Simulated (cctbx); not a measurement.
# What is wrong with this refinement?

Cell a = 4.7050 Å, b = 18.7910 Å, c = 4.7760 Å, α = 90.00°, β = 90.00°, γ = 90.00°; space group Cmcm (no. 63). The compound is SmCoPb2.

The data are simulated with cctbx, not measured: Mo Kα, λ = 0.71073 Å, to d = 0.77 Å, 80 % of the full sphere, strongest reflection 40000 counts, noise from counting, a 2 % proportional error and a noise floor of 2 counts (s.d.); no absorption.

An anisotropic refinement with weights 1/σ² prints:

```text
Rint 0.020, 307 unique reflections to 0.77 A
cycle     R1     wR2    GooF  max shift (A)
   1  0.0297  0.0722   4.551   0.00427
   2  0.0133  0.0374   2.358   0.00002
final R1 0.0133 wR2 0.0374 GooF 2.358  parameters 16  data/parameter 19.2
atom        x        y        z      Ueq    occ   su(xyz)  su(Uiso or U11)
Pb1    0.50000  0.75321  0.75000   0.0036  1.000  0.00002  0.0002
Pb2    0.00000  0.54515  0.75000   0.0052  1.000  0.00002  0.0002
Sm1    0.00000  0.88782  0.75000   0.0013  1.000  0.00003  0.0003
Co1    0.00000  0.67872  0.75000   0.0040  1.000  0.00009  0.0008
difference map: max 2.29 min -1.85 rms 0.40
Q1    0.0000  0.3413  0.7500    4    2.33  1.66 A from Pb1
Q2    0.0000  0.1129  0.2500    4    2.31  0.01 A from Sm1
Q3    0.0000  0.1065  0.7500    4    1.94  2.39 A from Sm1
Q4    0.0000  0.3411  0.1409    8    1.83  0.64 A from Co1
Q5    0.0000  0.0409  0.7500    4    1.38  2.35 A from Pb2
Q6    0.0000  0.4007  0.1266    8    1.38  1.18 A from Pb2
```

**Question.** Can this result stand? If not, what is the likely fault?

Mend it. The fault: anomalous dispersion left out. Against the right model at the same level, R1 goes from 0.0062 to 0.0133 and GooF from 0.91 to 2.36, U of Sm1 shrinks from 0.0026 to 0.0013 Å², U of Co1 shrinks from 0.0070 to 0.0040 Å², the top difference peak, 2.3 e/Å³, lies 1.66 Å from Pb1 and a hole of -1.9 e/Å³ opens. No atom is wrong: without f′ and f″ the atoms near an edge get the wrong scattering power, which U and the scale absorb. The signs are weak, and the output alone doesn't single this fault out.

The compound is SmCoPb2. The right model at the same level gives:

```text
Rint 0.020, 307 unique reflections to 0.77 A
cycle     R1     wR2    GooF  max shift (A)
   1  0.0141  0.0380   2.394   0.00084
   2  0.0062  0.0145   0.914   0.00000
final R1 0.0062 wR2 0.0145 GooF 0.914  parameters 16  data/parameter 19.2
atom        x        y        z      Ueq    occ   su(xyz)  su(Uiso or U11)
Pb1    0.50000  0.75319  0.75000   0.0027  1.000  0.00001  0.0001
Pb2    0.00000  0.54510  0.75000   0.0042  1.000  0.00001  0.0001
Sm1    0.00000  0.88783  0.75000   0.0026  1.000  0.00001  0.0001
Co1    0.00000  0.67891  0.75000   0.0070  1.000  0.00003  0.0003
difference map: max 0.72 min -0.51 rms 0.14
Q1    0.0000  0.1000  0.7500    4    0.74  2.40 A from Sm1
Q2    0.0000  0.3563  0.6355    8    0.70  1.96 A from Co1
Q3    0.0000  0.2678  0.0558    8    0.54  1.37 A from Co1
Q4    0.0000  0.4623  0.7500    4    0.51  1.56 A from Pb2
Q5    0.2429  0.3993  0.2500    8    0.47  1.55 A from Pb2
Q6    0.0000  0.1399  0.5814    8    0.43  1.67 A from Sm1
```

Isotropic U is held between 0.0001 and 1 Å² by the program, and listed peak heights are interpolated, so they can pass the grid's maximum.

The model is made up (kin elements in a known structure type, no relaxation), so it says nothing on whether the phase exists.

[Middle refinement cycles are left out of these outputs.]

[Logs are printed without paths, hosts, clocks, repeated set-up lines and the standing remarks that a program may print on its own settings, such as how far it seeks lower states.]
